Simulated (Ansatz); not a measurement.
# YbNiH3 (Pm-3m): the cell at rest

Aim: bring YbNiH3 (Pm-3m) to small forces and stress, as phonons need.

Calculated with Ansatz 0.2.0; DFT PBEsol, scalar-relativistic, plane waves, PAW.

### Step 1. The starting structure

It takes space group Pm-3m (No. 221, cubic). The conventional cell has a = 3.470 Å, b = 3.470 Å, c = 3.470 Å, α = 90.00°, β = 90.00°, γ = 90.00°. Yb has 12 H at 2.45 Å nearest. Nearest to Ni lie 6 H at 1.74 Å. Nearest to H lie 2 Ni at 1.74 Å and 4 Yb at 2.45 Å and 8 H at 2.45 Å. Farther neighbours are not listed.

Structure file:

```cif
data_structure
_symmetry_space_group_name_H-M 'Pm-3m'
_symmetry_Int_Tables_number 221
_cell_length_a 3.4705
_cell_length_b 3.4705
_cell_length_c 3.4705
_cell_angle_alpha 90.000
_cell_angle_beta 90.000
_cell_angle_gamma 90.000
_cell_volume 41.80
loop_
_atom_site_label
_atom_site_type_symbol
_atom_site_symmetry_multiplicity
_atom_site_Wyckoff_symbol
_atom_site_fract_x
_atom_site_fract_y
_atom_site_fract_z
_atom_site_occupancy
Yb1 Yb 1 b 0.50000 0.50000 0.50000 1
Ni1 Ni 1 a 0.00000 0.00000 0.00000 1
H1 H 3 d 0.00000 0.00000 0.50000 1
```

### Step 2. Probe on a coarse mesh

A quick single point on a coarse mesh tells whether the cell has a gap and how far it is from rest, which sets the k mesh and smearing that follow.

input.yaml

```yaml
crystal:
  lattice:
    - [3.470453, 0.0, 0.0]
    - [0.0, 3.470453, 0.0]
    - [0.0, 0.0, 3.470453]
  atoms:
    - { symbol: Yb, position: [0.5, 0.5, 0.5] }
    - { symbol: Ni, position: [0.0, 0.0, 0.0] }
    - { symbol: H, position: [0.0, 0.0, 0.5] }
    - { symbol: H, position: [0.0, 0.5, 0.0] }
    - { symbol: H, position: [0.5, 0.0, 0.0] }
kpoints:
  mp_grid: { grid: [6, 6, 6] }
hamiltonian:
  xc: pbesol
scf:
  occupations: { method: gaussian, width: 0.1 }
output:
  forces: true
  stress: true
  eigenvalues: true
```

The run is started by

```console
$ ansatz run input.yaml --threads 4 --pin off --max-ram 14336MiB --backend cpu --events-out ev --progress --plain --runs-dir out
```

Numbers of over 12 decimals in the logs are rounded to 6 here.

Output:

```text
Engine: ansatz 0.2.0, x86_64-unknown-linux-gnu
Pseudopotentials: kind: paw
Pseudopotential: Yb, paw, valence charge 24, recommended cutoff 420 eV (normal), Yb.paw.azcp
Pseudopotential: Ni, paw, valence charge 18, recommended cutoff 420 eV (normal), Ni.paw.azcp
Pseudopotential: H, paw, valence charge 1, recommended cutoff 420 eV (normal), H.paw.azcp
Functional definition: PBEsol
  exchange = pbesol_x
[...]
k-point 0: bands = [... 19 lower, 14.9804, 15.0630, 16.2101, 16.2101, 20.0502, 20.0502, 20.0502, 21.5425, ... 1 higher]
  k-point 1: bands = [... 19 lower, 15.0002, 15.0762, 15.5290, 16.2016, 18.8756, 18.8756, 19.6309, 20.5188, ... 1 higher]
  k-point 2: bands = [... 19 lower, 15.0674, 15.0674, 15.1036, 16.1703, 17.6302, 17.6302, 19.0100, 20.8271, ... 1 higher]
  k-point 19: bands = [... 19 lower, 14.9999, 15.0719, 15.0719, 15.0719, 16.5425, 20.9134, 20.9134, 20.9134, ... 1 higher]
[key lines of the parts left out:]
SCF converged after 10 iterations
Free energy (F): -19531.163294 eV
Fermi energy:    15.426632 eV
P = ⅓ Tr σ = -0.6607 GPa (-6.607 kbar)
```

The job ended after 0.64 s (4 threads of Intel Xeon Platinum 8375C at 2.90GHz (Ice Lake), shared host; peak memory 0.38 GiB).

This run has no spin polarisation, although Ni can carry a moment.

This step gave:

| Quantity | Value |
| --- | --- |
| pressure | -0.6607 GPa |
| volume per atom | 8.360 Å³ |
| gap on the k-mesh | 0 eV |

The coarse mesh shows no gap and a pressure of -0.7 GPa.

### Step 3. Bringing the structure to rest

The cell and atoms are relaxed, since residual forces and stress would shift the frequencies.

input.yaml: that of step 2 with these lines changed.

```diff
@@ -12,3 +12,3 @@
 kpoints:
-  mp_grid: { grid: [6, 6, 6] }
+  mp_grid: { grid: [10, 10, 10] }
 hamiltonian:
@@ -21 +21,6 @@
   eigenvalues: true
+relax:
+  adjacent_minimum: "off"
+  f_tol: 0.005
+  max_steps: 80
+  cell: { stress_tol: 0.05 }
```

Output:

```text
[...]
Crystal: 5 atoms, lattice volume = 41.798 Å³
Basis set: ecut = 420 eV, 799 PW (Γ), exchange–correlation on 48×48×48 points (8 copies of the dense FFT grid, shifted against one another)
Bands: 28, of which v1, the nominal top of the filled ones, is band 23 counted from 1 (22 counted from 0)
Symmetry: 48 space group operations
[...]
k-points: 56 of 1000
[...]
SCF iter   1: F=—  HF=-19531.261031 eV  |F-HF|=—  |Δ(HF+E_count)|=         —  Δρ=4.55e-2  dr2=8.03e-1  ethr=1.77e-3  ⟨swp⟩=5.2  Hψ=6997  notcnv=0
[...]
SCF iter  10: F=-19531.179536 eV  HF=-19531.179536 eV  |F-HF|=1.23e-8  |Δ(HF+E_count)|=   3.06e-8  Δρ=4.25e-6  dr2=7.48e-9  ethr=2.22e-10  ⟨swp⟩=9.9  Hψ=8255  notcnv=0
SCF 1 converged in 10 iterations: F = -19531.179536 eV  dr2 = 7.48e-9
[...]
relax step   1: F+E_penalty+E_count = -19531.17953645 eV  Δ(F+E_penalty+E_count) = +0.000e0 eV  max|allowed force component| = 3.256e-29 eV/Å  Δτ_max = 0.0000 Å  P = -0.636 GPa  Ω = 41.798 Å³  (10 SCF iters, dr2 threshold 1.00e-7 eV, accepted)
Crystal: 5 atoms, lattice volume = 41.508 Å³
[...]
iter 1 solved again at ethr=1.64e-5 eV; its pass at ethr=3.10e-3 eV (dr2=7.38e-3 eV) is discarded
[...]
SCF iter   6: F=-19531.180270 eV  HF=-19531.180270 eV  |F-HF|=2.81e-8  |Δ(HF+E_count)|=   8.36e-7  Δρ=1.26e-5  dr2=6.29e-8  ethr=1.11e-9  ⟨swp⟩=6.0  Hψ=8455  notcnv=0
SCF 2 converged in 6 iterations: F = -19531.180270 eV  dr2 = 6.29e-8
relax step   2: F+E_penalty+E_count = -19531.18026958 eV  Δ(F+E_penalty+E_count) = -7.331e-4 eV  max|allowed force component| = 5.029e-29 eV/Å  Δτ_max = 0.0000 Å  P = +0.183 GPa  Ω = 41.508 Å³  energy of the carried Pulay correction = +3.172e-4 eV  (6 SCF iters, dr2 threshold 5.00e-7 eV, accepted)
Crystal: 5 atoms, lattice volume = 41.572 Å³
[...]
SCF iter   6: F=-19531.180235 eV  HF=-19531.180235 eV  |F-HF|=2.02e-9  |Δ(HF+E_count)|=   1.30e-8  Δρ=2.95e-6  dr2=1.94e-9  ethr=1.00e-10  ⟨swp⟩=4.2  Hψ=6968  notcnv=0
SCF 3 converged in 6 iterations: F = -19531.180235 eV  dr2 = 1.94e-9
relax step   3: F+E_penalty+E_count = -19531.18023521 eV  Δ(F+E_penalty+E_count) = +3.437e-5 eV  max|allowed force component| = 5.013e-30 eV/Å  Δτ_max = 0.0000 Å  P = -0.002 GPa  Ω = 41.572 Å³  energy of the carried Pulay correction = +2.467e-4 eV  (6 SCF iters, dr2 threshold 8.33e-8 eV, accepted)
[...]
SCF iter   6: F=-19531.180020 eV  HF=-19531.180020 eV  |F-HF|=1.46e-11  |Δ(HF+E_count)|=  7.28e-12  Δρ=8.20e-8  dr2=5.24e-12  ethr=1.00e-12  ⟨swp⟩=4.4  Hψ=7092  notcnv=0
SCF 4 converged in 6 iterations: F = -19531.180020 eV  dr2 = 5.24e-12
relax step   4: F+E_penalty+E_count = -19531.18002031 eV  Δ(F+E_penalty+E_count) = +2.149e-4 eV  max|allowed force component| = 2.296e-29 eV/Å  Δτ_max = 0.0000 Å  P = -0.006 GPa  Ω = 41.572 Å³  stress off target by 6.41e-3 GPa  SCF on the basis re-selected at this cell (its energy is not comparable with the rows above)  (6 SCF iters)
basis re-selected at this cell: Δ(F+E_penalty+E_count) = +2.149e-4 eV, ΔP = -0.005 GPa vs the last step (what re-selecting the basis moved, of the pressure what is left beyond the Pulay correction that the steps carried, after the strain that the cell walked since its last selection, with what the two solves' SCF thresholds leave and, on support functions, any second-order correction that the steps lacked; it is no m [...]
SCF converged after 6 iterations
Free energy (F): -19531.180020 eV
[...]
Internal energy: -19531.171033 eV  (E = F + TS)
E sigma→0 (E₀):  -19531.175526 eV
Entropy (-TS):   -0.008988 eV (-1.798 meV/atom)
Fermi energy:    15.390576 eV
[...]
--- Stress (GPa, compression-positive) ---
       -0.006412      -0.000000       0.000000
       -0.000000      -0.006412      -0.000000
        0.000000      -0.000000      -0.006412
  P = ⅓ Tr σ = -0.0064 GPa (-0.064 kbar)
--- Band table (eV; the first three rows and the last of 56) ---
  k-point 0: bands = [... 19 lower, 15.0324, 15.1163, 16.3156, 16.3156, 20.1705, 20.1705, 20.1705, 21.6671, ... 1 higher]
  k-point 1: bands = [... 19 lower, 15.0400, 15.1215, 16.0660, 16.3112, 19.5830, 19.5830, 19.7998, 21.2375, ... 1 higher]
  k-point 2: bands = [... 19 lower, 15.0622, 15.1356, 15.4024, 16.2968, 18.6858, 18.6858, 19.8474, 20.3123, ... 1 higher]
  k-point 55: bands = [... 19 lower, 15.0514, 15.1244, 15.1244, 15.1244, 16.6464, 21.0434, 21.0434, 21.0434, ... 1 higher]
--- Relaxed structure (3 steps of the walk, 3 accepted, 1 SCFs on fresh bases) ---
  F+E_penalty+E_count = -19531.18002031 eV   max|allowed force component| = 2.296e-29 eV/Å   (the final SCF, on the basis selected at the relaxed cell)
  cell:  # Å, volume = 41.5722 Å³
    - [3.464185, 0, 0]
    - [0, 3.464185, 0]
    - [0, 0, 3.464185]
  atoms:
    - { symbol: Yb, position: [0.5, 0.5, 0.5] }
    - { symbol: Ni, position: [0, 0, 0] }
    - { symbol: H, position: [0, 0, 0.5] }
    - { symbol: H, position: [0, 0.5, 0] }
    - { symbol: H, position: [0.5, 0, 0] }
```

Elapsed: 3.8 s, on 4 threads; peak memory 0.49 GiB; 13 s of CPU time.

Relaxation path:

| step | energy less that of the first step (eV) | largest force component (eV/Å) | pressure (GPa) | volume (Å³) |
| --- | --- | --- | --- | --- |
| 1 | 0.0000 | 0.0000 | -0.64 | 41.80 |
| 2 | -0.0007 | 0.0000 | 0.18 | 41.51 |
| 3 | -0.0007 | 0.0000 | 0.00 | 41.57 |
| 4* | -0.0005 | 0.0000 | -0.01 | 41.57 |

Relaxation steps marked * repeat the geometry before them on a plane-wave basis chosen anew for their cell, so energy and pressure can jump there.

The run keeps the 48 symmetry operations that it works with, so distortions that break them were not tested.

| conventional cell, symmetrised | before | after | change |
| --- | --- | --- | --- |
| a (Å) | 3.470 | 3.464 | -0.2 % |
| b (Å) | 3.470 | 3.464 | -0.2 % |
| c (Å) | 3.470 | 3.464 | -0.2 % |
| volume (Å³/atom) | 8.36 | 8.31 | -0.5 % |

Numbers from this step:

* pressure: -0.006412 GPa
* volume per atom: 8.314 Å³

In this step the volume went from 8.36 to 8.31 Å³/atom.

### Step 4. Relaxing to small forces for the phonons

Phonons need a cell at rest on their own settings, so the relaxation is repeated with tight tolerances on forces and stress on the k mesh and occupations of the first response run.

input.yaml

```yaml
crystal:
  lattice:
    - [3.4641853198, 0.0, 0.0]
    - [0.0, 3.4641853198, 0.0]
    - [0.0, 0.0, 3.4641853198]
  atoms:
    - { symbol: Yb, position: [0.5, 0.5, 0.5] }
    - { symbol: Ni, position: [0.0, 0.0, 0.0] }
    - { symbol: H, position: [0.0, 0.0, 0.5] }
    - { symbol: H, position: [0.0, 0.5, 0.0] }
    - { symbol: H, position: [0.5, 0.0, 0.0] }
kpoints:
  mp_grid: { grid: [12, 12, 12] }
hamiltonian:
  xc: pbesol
scf:
  occupations: { method: methfessel_paxton, width: 0.2 }
output:
  forces: true
  stress: true
  eigenvalues: true
relax:
  adjacent_minimum: "off"
  f_tol: 0.001
  max_steps: 60
  cell: { stress_tol: 0.01 }
```

Output:

```text
[...]
Crystal: 5 atoms, lattice volume = 41.572 Å³
Basis set: ecut = 420 eV, 799 PW (Γ), exchange–correlation on 48×48×48 points (8 copies of the dense FFT grid, shifted against one another)
Bands: 28, of which v1, the nominal top of the filled ones, is band 23 counted from 1 (22 counted from 0)
[... 1 set-up line as in the run before ...]
[...]
k-points: 84 of 1728
[...]
--- Relaxed structure (3 steps of the walk, 3 accepted, 1 SCFs on fresh bases) ---
[...]
cell:  # Å, volume = 41.4684 Å³
    - [3.461300, 0, 0]
    - [0, 3.461300, 0.0]
    - [0, 0.0, 3.461300]
  atoms:
    - { symbol: Yb, position: [0.500000, 0.500000, 0.500000] }
    - { symbol: Ni, position: [0, 0, 0] }
    - { symbol: H, position: [0, 0, 0.500000] }
    - { symbol: H, position: [0, 0.500000, 0] }
    - { symbol: H, position: [0.500000, 0, 0] }
[key lines of the parts left out:]
SCF converged after 7 iterations
Free energy (F): -19531.130807 eV
Fermi energy:    15.367414 eV
P = ⅓ Tr σ = -0.0025 GPa (-0.025 kbar)
```

Elapsed: 5.9 s, on 4 threads; peak memory 0.49 GiB; 21 s of CPU time.

Little changed from the start: no atom moved by 0.005 Å and no cell edge by 0.1 %.

Numbers from this step:

- pressure: -0.002450 GPa
- volume per atom: 8.294 Å³

The forces vanish by symmetry and the pressure is -0.002 GPa, within the tolerances set. The cell now holds 8.29 Å³/atom.

### Step 5. What came out

- space group after relaxation (within 0.01 Å): Pm-3m
- lattice constant a: 3.461 Å
- lattice constant b: 3.461 Å
- lattice constant c: 3.461 Å
- volume per atom: 8.29 Å³

**Reading.** The forces vanish by symmetry and the pressure is -0.002 GPa, within the tolerances set. The cell now holds 8.29 Å³/atom. The relaxation keeps the symmetry of its start, so it says nothing on stability against lower symmetry. The runs are without spin polarisation, although the cell has an odd electron count. The 4f shell is treated without a U, so valence and screening may be off. Spin-orbit coupling is left out, which can matter for the heavy elements here.

[Logs are printed without paths, hosts, clocks, repeated set-up lines and the standing remarks that a program may print on its own settings, such as how far it seeks lower states.]

[Hosts, paths, dates, database ids (printed as entryN), source tags and the programs' standing remarks are cut or masked in the printed files.]
